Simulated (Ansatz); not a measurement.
# SrAlH3 (Pm-3m): a soft mode frozen in

Aim: this structure of SrAlH3 (Pm-3m) is to be tested for unstable modes, and one is followed downhill.

Method: DFT PBEsol, scalar-relativistic, plane waves, PAW; PAW set soft_1, in Ansatz 0.2.0.

### 1. The starting structure

It takes space group Pm-3m (No. 221, cubic). The conventional cell has a = 4.496 Å, b = 4.496 Å, c = 4.496 Å, α = 90.00°, β = 90.00°, γ = 90.00°. Nearest to Sr lie 6 H at 2.25 Å. Nearest to Al lie 12 H at 3.18 Å. H has 2 Sr at 2.25 Å nearest. Farther neighbours, and contacts between anions beyond the nearest, are not listed.

### 2. Response at finite wavevector

Stability and thermal properties need the whole zone. Linear response on a 4×4×4 q mesh gives force constants as far as a supercell of that size would.

Contents of input.yaml:

```yaml
crystal:
  lattice:
    - [4.4956135358, 0.0, 0.0]
    - [0.0, 4.4956135358, 0.0]
    - [0.0, 0.0, 4.4956135358]
  atoms:
    - { symbol: Sr, position: [0.5, 0.5, 0.5] }
    - { symbol: Al, position: [0.0, 0.0, 0.0] }
    - { symbol: H, position: [0.0, 0.5, 0.5] }
    - { symbol: H, position: [0.5, 0.5, 0.0] }
    - { symbol: H, position: [0.5, 0.0, 0.5] }
kpoints:
  mp_grid: { grid: [8, 8, 8] }
hamiltonian:
  xc: pbesol
  pseudopotentials: { kind: paw, azcp: { folder: soft_1 }, xc_functional: pbe }
scf:
  occupations: { method: methfessel_paxton, width: 0.2 }
output:
  eigenvalues: true
phonons:
  method: dfpt
  qmesh: [4, 4, 4]
  temperatures: { t_max: 1000, t_step: 50 }
  qpath:
    path:
      - [[0.0, 0.0, 0.0], [0.0, 0.5, 0.0], [0.5, 0.5, 0.0], [0.0, 0.0, 0.0], [0.5, 0.5, 0.5], [0.0, 0.5, 0.0]]
      - [[0.5, 0.5, 0.5], [0.5, 0.5, 0.0]]
    npoints: 10
```

Run with:

```
$ ansatz run input.yaml --threads 4 --pin off --max-ram 10240MiB --backend cpu --events-out ev --progress --plain --runs-dir out
```

Standard output:

```text
Engine: ansatz 0.2.0, aarch64-unknown-linux-gnu
Pseudopotentials: kind: paw
Pseudopotential: Sr, paw, valence charge 10, recommended cutoff 420 eV (normal), soft_1/Sr.paw.azcp
Pseudopotential: Al, paw, valence charge 3, recommended cutoff 420 eV (normal), soft_1/Al.paw.azcp
Pseudopotential: H, paw, valence charge 1, recommended cutoff 420 eV (normal), soft_1/H.paw.azcp
Functional definition: PBEsol
  exchange = pbesol_x
  correlation = pbesol_c
Crystal: 5 atoms, lattice volume = 90.859 Å³
Basis set: ecut = 420 eV, 1791 PW (Γ), exchange–correlation on 64×64×64 points (8 copies of the dense FFT grid, shifted against one another)
Bands: 13, of which v1, the nominal top of the filled ones, is band 8 counted from 1 (7 counted from 0)
Symmetry: 48 space group operations
k-points: 35 of 512
Non-local potential: Sr, projectors of the file, l = 0: 3, l = 1: 2, l = 2: 2
Non-local potential: Al, projectors of the file, l = 0: 2, l = 1: 2, l = 2: 1
Non-local potential: H, projectors of the file, l = 0: 2, l = 1: 1
PAW form: soft (Blöchl's): semilocal exchange-correlation on the pseudo side does not see the compensation charge
PAW frozen core: Sr, regenerated for the run's functional, and the local potential with it (the file was generated under x = pbe(κ = 0.804, μ = 0.219515), c = pbe(β = 0.066725))
PAW frozen core: Al, regenerated for the run's functional, and the local potential with it (the file was generated under x = pbe(κ = 0.804, μ = 0.219515), c = pbe(β = 0.066725))
PAW one-centre angular grid: Sr, 110 points (default); XC on 64 Gauss nodes
PAW one-centre angular grid: Al, 110 points (default); XC on 64 Gauss nodes
PAW one-centre angular grid: H, 110 points (default); XC on 64 Gauss nodes
Initial density: superposition of atomic densities (chi_scale 0.1, normalization cell, long waves kept (reshape's long-wave potential 0.00 eV rms))
Initial wavefunctions: pseudopotential atomic-orbital guess
Functional: x = pbesol(κ = 0.804, μ = 0.123457), c = pbesol(β = 0.046)
SCF iter   1: F=—  HF=-4064.007231 eV  |F-HF|=—  |Δ(HF+E_count)|=         —  Δρ=5.72e-2  dr2=5.26e0  ethr=3.10e-3  ⟨swp⟩=7.8  Hψ=3656  notcnv=0
preconditioner: auto → Kerker (q_TF=auto, 2.043 Å⁻¹)  [metal: Δε(μ)=0.049 eV  Ē_g=6.432 eV  σ=0.200 eV  W_gap=0.21  n_scr=18 (ndim 8)  ℏωp=11.0 eV  f_vac=0.000  D(μ)=0.05/eV (n_scr^D=0)]
SCF iter   2: F=—  HF=-4062.729870 eV  |F-HF|=—  |Δ(HF+E_count)|=    1.28e0  S|Δr|=    0.00e0  Δρ=2.86e-2  dr2=1.87e0  ethr=3.10e-3  ⟨swp⟩=2.8  Hψ=1026  notcnv=0  defer=25
preconditioner: auto → Resta (q_TF=auto, 2.043 Å⁻¹)  ε∞=4.3  [insulator: Δε(μ)=0.224 eV  Ē_g=6.094 eV  σ=0.200 eV  W_gap=0.67  n_scr=18 (ndim 8)  ℏωp=11.0 eV  f_vac=0.000  D(μ)=0.06/eV (n_scr^D=0)  ε∞_Penn≈4.3]
SCF iter   3: F=—  HF=-4062.085451 eV  |F-HF|=—  |Δ(HF+E_count)|=   6.44e-1  S|Δr|=    0.00e0  Δρ=7.95e-3  dr2=4.28e-2  ethr=3.10e-3  ⟨swp⟩=3.1  Hψ=870  notcnv=0  defer=25
SCF iter   4: F=—  HF=-4062.076874 eV  |F-HF|=—  |Δ(HF+E_count)|=   8.58e-3  S|Δr|=    0.00e0  Δρ=1.89e-3  dr2=9.15e-3  ethr=2.67e-4  ⟨swp⟩=2.6  Hψ=876  notcnv=0  defer=26
SCF iter   5: F=—  HF=-4062.074389 eV  |F-HF|=—  |Δ(HF+E_count)|=   2.48e-3  S|Δr|=    0.00e0  Δρ=4.19e-4  dr2=2.83e-4  ethr=5.72e-5  ⟨swp⟩=2.0  Hψ=549  notcnv=0  defer=26
SCF iter   6: F=—  HF=-4062.074343 eV  |F-HF|=—  |Δ(HF+E_count)|=   4.67e-5  S|Δr|=    0.00e0  Δρ=5.95e-5  dr2=6.25e-6  ethr=1.77e-6  ⟨swp⟩=2.0  Hψ=558  notcnv=0  defer=26
SCF iter   7: F=—  HF=-4062.074349 eV  |F-HF|=—  |Δ(HF+E_count)|=   6.16e-6  S|Δr|=    0.00e0  Δρ=2.19e-5  dr2=8.07e-7  ethr=3.91e-8  ⟨swp⟩=2.4  Hψ=691  notcnv=0  defer=26
SCF iter   8: F=—  HF=-4062.074346 eV  |F-HF|=—  |Δ(HF+E_count)|=   2.79e-6  S|Δr|=    0.00e0  Δρ=2.85e-6  dr2=1.39e-8  ethr=5.04e-9  ⟨swp⟩=2.2  Hψ=539  notcnv=0  defer=26
SCF iter   9: F=—  HF=-4062.074346 eV  |F-HF|=—  |Δ(HF+E_count)|=   4.98e-9  S|Δr|=    0.00e0  Δρ=4.45e-7  dr2=5.91e-11  ethr=8.69e-11  ⟨swp⟩=2.1  Hψ=614  notcnv=0  defer=26
SCF iter  10: F=-4062.074346 eV  HF=-4062.074346 eV  |F-HF|=2.27e-12  |Δ(HF+E_count)|=  7.09e-11  S|Δr|=    0.00e0  Δρ=7.25e-8  dr2=5.72e-12  ethr=1.00e-12  ⟨swp⟩=14.0  Hψ=3519  notcnv=0
SCF 1 converged in 10 iterations: F = -4062.074346 eV  dr2 = 5.72e-12
  greatest PAW one-centre occupation: 0.987 electrons in one spin orbital (limit 2), on the Sr atom at site 0 (counted from 0), in its partial waves of l = 0
Initial density: read from a saved state, or passed on in memory by an earlier SCF of this step, an earlier step, the calling program or the single point that the run made first
iter 1 solved again at ethr=3.14e-7 eV; its pass at ethr=3.10e-3 eV (dr2=5.02e-5 eV) is discarded
SCF iter   1: F=—  HF=-4062.074344 eV  |F-HF|=—  |Δ(HF+E_count)|=         —  Δρ=5.08e-7  dr2=1.82e-10  ethr=3.14e-7  ⟨swp⟩=3.9  Hψ=5147  notcnv=0
eigensolver tolerance schedule: the retry pair's looser diagonalisation over-reported the residual by 276157.94 of it (diagonalisation noise at an unbounded share of the residual, at the tolerance the schedule requests for it); recorded, not acted on — ethr = c·dr2/N_el stays at c = 1.0e-1
preconditioner: auto → Resta (q_TF=auto, 2.043 Å⁻¹)  ε∞=4.6  [insulator: Δε(μ)=0.142 eV  Ē_g=5.834 eV  σ=0.200 eV  W_gap=0.56  n_scr=18 (ndim 8)  ℏωp=11.0 eV  f_vac=0.000  D(μ)=0.31/eV (n_scr^D=0)  ε∞_Penn≈4.6]
SCF iter   2: F=—  HF=-4062.074346 eV  |F-HF|=—  |Δ(HF+E_count)|=   1.85e-6  S|Δr|=    0.00e0  Δρ=2.54e-7  dr2=3.78e-11  ethr=1.14e-12  ⟨swp⟩=4.7  Hψ=1331  notcnv=0
SCF iter   3: F=—  HF=-4062.074346 eV  |F-HF|=—  |Δ(HF+E_count)|=  1.82e-12  S|Δr|=    0.00e0  Δρ=1.63e-7  dr2=1.60e-11  ethr=1.00e-12  ⟨swp⟩=5.4  Hψ=1779  notcnv=0
SCF iter   4: F=-4062.074346 eV  HF=-4062.074346 eV  |F-HF|=1.36e-12  |Δ(HF+E_count)|=  9.55e-12  S|Δr|=    0.00e0  Δρ=5.01e-8  dr2=1.70e-12  ethr=1.00e-12  ⟨swp⟩=2.5  Hψ=881  notcnv=0
SCF 2 converged in 4 iterations: F = -4062.074346 eV  dr2 = 1.70e-12
phonons: the bands overlap, so this run is a metal and interpolates without the dipole-dipole term. If the crystal is really an insulator or semiconductor, its LO-TO splitting is missing
NSCF: frozen V_eff on 35 k-points
NSCF: frozen V_eff on 125 k-points
DFPT response loops at q = (0, 0, 0) (fractional): preconditioner auto → Kerker (q_TF=auto, 2.043 Å⁻¹) (partly filled bands, converged f_vac=0.000); β = 1.00, the filter's whole step (`scf.mixing.beta` (0.50) is not read by the response loops under this deck's `scf.mixing.preconditioner`; to damp them name `kerker` or `kerker_dos`, under which they read `scf.mixing.beta`, and type it under 1.00, their step now; both keys bind the ground state too); Broyden in place of MSR1
NSCF: frozen V_eff on 400 k-points
DFPT response loops at q = (0, 0, 0.25) (fractional): mixed as the last ones told, above
NSCF: frozen V_eff on 250 k-points
DFPT response loops at q = (0, 0, -0.5) (fractional): mixed as the last ones told, above
NSCF: frozen V_eff on 640 k-points
DFPT response loops at q = (0, 0.25, 0.25) (fractional): mixed as the last ones told, above
NSCF: frozen V_eff on 400 k-points
DFPT response loops at q = (0, 0.25, -0.5) (fractional): mixed as the last ones told, above
NSCF: frozen V_eff on 250 k-points
DFPT response loops at q = (0, -0.5, -0.5) (fractional): mixed as the last ones told, above
NSCF: frozen V_eff on 1024 k-points
DFPT response loops at q = (0.25, 0.25, 0.25) (fractional): mixed as the last ones told, above
NSCF: frozen V_eff on 640 k-points
DFPT response loops at q = (0.25, 0.25, -0.5) (fractional): mixed as the last ones told, above
NSCF: frozen V_eff on 400 k-points
DFPT response loops at q = (0.25, -0.5, -0.5) (fractional): mixed as the last ones told, above
NSCF: frozen V_eff on 250 k-points
DFPT response loops at q = (-0.5, -0.5, -0.5) (fractional): mixed as the last ones told, above
SCF converged after 10 iterations
Stability not checked: this state was not tested for a lower state beside it, because cold or Methfessel-Paxton smearing, or corrected tetrahedra, fill the levels in a way that the test cannot read (fill_not_monotonic; see scf.lower_state_search)
Free energy (F): -4062.074346 eV
Harris-Foulkes:  -4062.074346 eV  (|F-HF|=2.27e-12)
Internal energy: -4062.075336 eV  (E = F + TS)
E sigma→0 (E₀):  -4062.074594 eV
Entropy (-TS):   0.000991 eV (0.198 meV/atom)
Fermi energy:    2.811716 eV
Step filling:    the computed levels leave a gap of 0.1422 eV = 0.7 smearing widths at the electron count; against every level under it full and every level over it empty, smearing changes F+E_penalty+E_count by +0.604 meV and its σ→0 estimate by +0.356 meV
--- Per-component energies (eV) ---
  E_band       = -134.606297
  E_kinetic    = 288.596783
  E_local      = -890.089985  (includes V_loc(G=0)·N_el)
  E_nonlocal   = 247.415784
  E_hartree    = 240.560359
  E_xc         = -233.166109
  E_vxc        = -213.304453  (∫ρ·V_xc dr)
  E_paw        = -3097.948180  (= ΣΔE_a)
  E_vpaw       = -48.342420  (= ΣTr[D̂ρ^β])
  E_aug_tail   = -0.002764  (compensation charges beyond the density's cutoff)
  E_ewald      = -617.594712
  E_core_change = 0.153487  (= ΣΔE_core)
  E_smearing   = 0.000991  (= −TS)
  E_closure    = -0.000000  (closes the sum)
  Σ components = -4062.074346   (vs F -4062.074346, Δ=0.00e0)
--- Band table (eV; the first three rows and the last of 35) ---
  k-point 0: bands = [... 4 lower, -3.0198, 0.7202, 0.7202, 2.7485, 5.0527, 5.0527, 5.0527, 8.7194, ... 1 higher]
  k-point 1: bands = [... 4 lower, -2.8945, 0.7115, 0.7486, 2.4747, 5.0367, 5.0367, 5.3855, 8.6971, ... 1 higher]
  k-point 2: bands = [... 4 lower, -2.5352, 0.3797, 0.8199, 2.3683, 4.9926, 4.9926, 5.9379, 8.7326, ... 1 higher]
  k-point 34: bands = [... 4 lower, 0.0213, 1.8419, 1.8419, 1.8419, 2.6901, 2.6901, 2.6901, 8.6194, ... 1 higher]
--- Phonons (Γ-DFPT): 4 representative perturbations + reference (Σ response iterations 12) ---
  ASR residual: 1.639e-4 → 0.000e0 eV/Å²; symmetrization residual: 7.215e-8 eV/Å²
  ASR residual per site (eV/Å²): 1.64e-4 1.82e-5 2.68e-5 2.68e-5 2.68e-5
  Γ frequencies (cm⁻¹): -603.98 -603.98 -603.98 -505.00 -505.00 -505.00 0.00 0.00 0.00 101.58 101.58 101.58 1383.05 1383.05 1383.05
--- Phonons (arbitrary-q DFPT): 10 irreducible q on the 4×4×4 mesh ---
  q = [0.0000, 0.0000, 0.0000] (star 1, of the zone-centre solve; hermiticity 2.06e-8, symmetrization 1.46e-14): -603.98 -603.98 -603.98 -505.00 -505.00 -505.00 -0.00 0.00 0.00 101.58 101.58 101.58 1383.05 1383.05 1383.05
  q = [0.0000, 0.0000, 0.2500] (star 6, 9 solved perturbations in 1560 linear systems a pass and spin channel, the states on 200 of 512 k-point pairs; hermiticity 4.32e-8, symmetrization 4.41e-13): -533.24 -533.24 -487.58 -470.62 -470.62 -126.85 25.44 25.44 76.13 92.46 92.46 182.76 1383.12 1383.12 1402.50
  q = [0.0000, 0.0000, -0.5000] (star 3, 9 solved perturbations in 975 linear systems a pass and spin channel, the states on 125 of 512 k-point pairs; hermiticity 2.56e-8, symmetrization 1.80e-9): -469.54 -469.54 -461.46 -428.68 -428.68 50.30 50.30 55.23 65.92 65.92 115.15 299.43 1383.18 1383.18 1421.25
  q = [0.0000, 0.2500, 0.2500] (star 12, 9 solved perturbations in 2460 linear systems a pass and spin channel, the states on 320 of 512 k-point pairs; hermiticity 5.03e-8, symmetrization 6.10e-14): -632.55 -529.65 -490.22 -440.03 -439.82 11.14 50.77 71.52 74.03 105.78 126.62 262.03 1383.14 1387.79 1415.86
  q = [0.0000, 0.2500, -0.5000] (star 12, 15 solved perturbations on 200 of 512 k-point pairs; hermiticity 1.03e-7, symmetrization 7.09e-9): -562.64 -548.85 -533.38 -435.25 -409.87 -45.86 50.63 68.50 80.75 123.22 146.17 283.37 1383.16 1389.71 1429.43
  q = [0.0000, -0.5000, -0.5000] (star 3, 9 solved perturbations in 975 linear systems a pass and spin channel, the states on 125 of 512 k-point pairs; hermiticity 5.26e-8, symmetrization 4.28e-15): -742.35 -742.35 -565.38 -392.41 -392.41 -102.94 51.14 78.20 78.20 154.62 154.62 299.72 1383.16 1395.13 1442.61
  q = [0.2500, 0.2500, 0.2500] (star 8, 4 solved perturbations in 1376 linear systems a pass and spin channel, the states on 512 of 512 k-point pairs; hermiticity 4.18e-8, symmetrization 1.07e-13): -562.35 -562.35 -552.03 -440.44 -440.44 -121.54 100.50 100.50 106.79 125.27 125.27 224.13 1387.97 1387.97 1423.67
  q = [0.2500, 0.2500, -0.5000] (star 12, 9 solved perturbations in 2460 linear systems a pass and spin channel, the states on 320 of 512 k-point pairs; hermiticity 4.32e-8, symmetrization 4.73e-9): -542.37 -538.32 -499.84 -493.86 -477.18 -205.63 103.93 112.78 130.59 133.58 143.80 196.93 1388.04 1391.62 1435.55
  q = [0.2500, -0.5000, -0.5000] (star 6, 9 solved perturbations in 1560 linear systems a pass and spin channel, the states on 200 of 512 k-point pairs; hermiticity 3.90e-8, symmetrization 2.98e-14): -602.35 -602.35 -550.26 -453.67 -453.67 -314.77 112.98 138.35 138.35 154.75 154.75 182.04 1390.17 1397.23 1445.64
  q = [-0.5000, -0.5000, -0.5000] (star 1, 4 solved perturbations in 350 linear systems a pass and spin channel, the states on 125 of 512 k-point pairs; hermiticity 3.83e-9, symmetrization 1.97e-13): -531.42 -531.42 -531.42 -523.34 -523.34 -523.34 149.36 149.36 149.36 157.48 157.48 157.48 1400.00 1400.00 1451.18
  sum rule: each row above includes the acoustic sum rule's correction from the zone centre's row sums; it moved no ω² by more than (2.69 cm⁻¹)²
  mesh force constants: q→R imaginary residual 9.13e-19; ASR residual 1.639e-4 → 0.000e0 eV/Å²; symmetrization residual 4.441e-15 eV/Å²
  interpolated dispersion: 62 rows × 15 modes
  density of states and harmonic sums: on the 16×16×16 q-mesh, interpolated from the force constants of a 4×4×4 supercell (no non-analytic term)
  largest difference from the sums on the solved wave vectors: F 2.38e-2 eV, S 2.61e-5 and C_V 3.07e-6 eV/K
  zero-point energy: 0.306883 eV/cell   skipped modes (ω ≤ 0): 965, of them read as no rigid motion or as one in doubt: 962 (5.840e0 modes/cell left out, lowest -742.35 cm⁻¹)   left out of the sums: 3.89e-1 of the cell's modes: C_V's classical limit lies that fraction below 3 k_B per atom; for a crystal, a wire or a layer, F and S can be off by more, and a phonons.interpolated_qmesh denser along its periods is the remedy for the sampling
```

The job ended after 5.7 min (4 threads of Arm Neoverse V1, shared host; peak memory 1.4 GiB; 22 min of CPU time).

In the SCF lines HF is the Harris–Foulkes energy and dr2 the Hartree energy of the density residual, in eV; the loop may stop once dr2 is under the threshold and the program's other checks hold. Hψ counts applications of the Hamiltonian.

Numbers from this step:

| Property | Result |
| --- | --- |
| volume per atom | 18.17 Å³ |
| gap on the k-mesh | 0 eV |
| sum-rule residual before enforcement | 1.64e-4 eV/Å² |
| lowest frequency on the path | -742.3 cm⁻¹ |
| point group | m-3m |
| highest frequency on path, mesh or solved points | 1451 cm⁻¹ |
| highest optical mode at the zone centre (no LO-TO term) | 1383 cm⁻¹ |
| lowest optical zone-centre mode | -604.0 cm⁻¹ |
| lowest mode on the q mesh (acoustic modes at Γ apart) | -742.4 cm⁻¹ |

Frequencies (cm⁻¹) solved at each irreducible wavevector; negative means imaginary. Frequencies by wavevector, by row:

```csv
q in reciprocal lattice units,star,mode 1,mode 2,mode 3,mode 4,mode 13,mode 14,mode 15
0 0 0,1,-604,-604,-604,-505,1383,1383,1383
0 0 0.25,6,-533.2,-533.2,-487.6,-470.6,1383,1383,1402
0 0 -0.5,3,-469.5,-469.5,-461.5,-428.7,1383,1383,1421
0 0.25 0.25,12,-632.5,-529.6,-490.2,-440,1383,1388,1416
0 0.25 -0.5,12,-562.6,-548.9,-533.4,-435.2,1383,1390,1429
0 -0.5 -0.5,3,-742.4,-742.4,-565.4,-392.4,1383,1395,1443
0.25 0.25 0.25,8,-562.4,-562.4,-552,-440.4,1388,1388,1424
0.25 0.25 -0.5,12,-542.4,-538.3,-499.8,-493.9,1388,1392,1436
0.25 -0.5 -0.5,6,-602.4,-602.4,-550.3,-453.7,1390,1397,1446
-0.5 -0.5 -0.5,1,-531.4,-531.4,-531.4,-523.3,1400,1400,1451
```

Interpolated from a 4×4×4 q mesh. The phonon branches at the labelled points (cm⁻¹):

```csv
point,branch 1,branch 2,branch 3,branch 4,branch 12,branch 13,branch 14,branch 15
Γ,-604,-604,-604,-505,102,1383,1383,1383
halfway,-533,-533,-488,-471,183,1383,1383,1402
X,-470,-470,-462,-429,299,1383,1383,1421
halfway,-563,-549,-533,-435,283,1383,1390,1429
M,-742,-742,-565,-392,300,1383,1395,1443
halfway,-632,-530,-490,-440,262,1383,1388,1416
Γ,-604,-604,-604,-505,102,1383,1383,1383
halfway,-562,-562,-552,-440,224,1388,1388,1424
R,-531,-531,-531,-523,158,1400,1400,1451
halfway,-542,-538,-500,-494,197,1388,1392,1436
X,-470,-470,-462,-429,299,1383,1383,1421
jump to R,-531,-531,-531,-523,158,1400,1400,1451
halfway,-602,-602,-550,-454,182,1390,1397,1446
M,-742,-742,-565,-392,300,1383,1395,1443
```

Symmetry leaves 10 wavevectors to solve. The lowest mode among them, the acoustic zeros apart, lies at q = (0, -0.5, -0.5) and is imaginary, 742.4i cm⁻¹, so the energy falls along it.

### 3. The mode frozen in, largest atomic shift 0 Å

The mode followed lies at Γ with frequency 604.0i cm⁻¹ and is 3-fold degenerate, one of the unstable modes though not the softest. At small amplitude the pattern taken leaves space group no. 38 by a symmetry search on the positions. The undistorted cell that holds it gives the zero of energy on the same k mesh.

input.yaml, the sections that differ from step 2:

```yaml
output:
  forces: true
  stress: true
  eigenvalues: true
# crystal, kpoints, hamiltonian, scf: as in step 2
# phonons: removed
```

Standard output:

```text
[...]
Crystal: 5 atoms, lattice volume = 90.859 Å³
Basis set: ecut = 420 eV, 1791 PW (Γ), exchange–correlation on 64×64×64 points (8 copies of the dense FFT grid, shifted against one another)
Bands: 13, of which v1, the nominal top of the filled ones, is band 8 counted from 1 (7 counted from 0)
Symmetry: 48 space group operations
[...]
k-points: 35 of 512
[...]
k-point 0: bands = [... 4 lower, -3.0198, 0.7202, 0.7202, 2.7485, 5.0527, 5.0527, 5.0527, 8.7194, ... 1 higher]
  k-point 1: bands = [... 4 lower, -2.8945, 0.7115, 0.7486, 2.4747, 5.0367, 5.0367, 5.3856, 8.6970, ... 1 higher]
  k-point 2: bands = [... 4 lower, -2.5352, 0.3797, 0.8198, 2.3682, 4.9926, 4.9926, 5.9379, 8.7326, ... 1 higher]
  k-point 34: bands = [... 4 lower, 0.0213, 1.8418, 1.8418, 1.8418, 2.6901, 2.6901, 2.6901, 8.6193, ... 1 higher]
[key lines of the parts left out:]
SCF converged after 8 iterations
Free energy (F): -4062.074346 eV
Fermi energy:    2.811710 eV
P = ⅓ Tr σ = -0.0054 GPa (-0.054 kbar)
```

Run time: 1 s. Hardware: 4 threads; peak memory 0.35 GiB; 3.5 s of CPU time.

Numbers from this step:

* pressure: -0.005391 GPa
* energy from the undistorted cell: 0 meV/atom

The run ends at a pressure of -0.01 GPa.

(Part 1 of 3 ends here.)

[Long decimals in the printed logs are rounded to 6 places.]

[Logs are printed without paths, hosts, clocks, repeated set-up lines and the standing remarks that a program may print on its own settings, such as how far it seeks lower states.]

[Hosts, paths, dates, database ids (printed as entryN), source tags and the programs' standing remarks are cut or masked in the printed files.]

[Where the starting crystal was built by hand or by swapping elements, it need not be the compound's stable phase.]
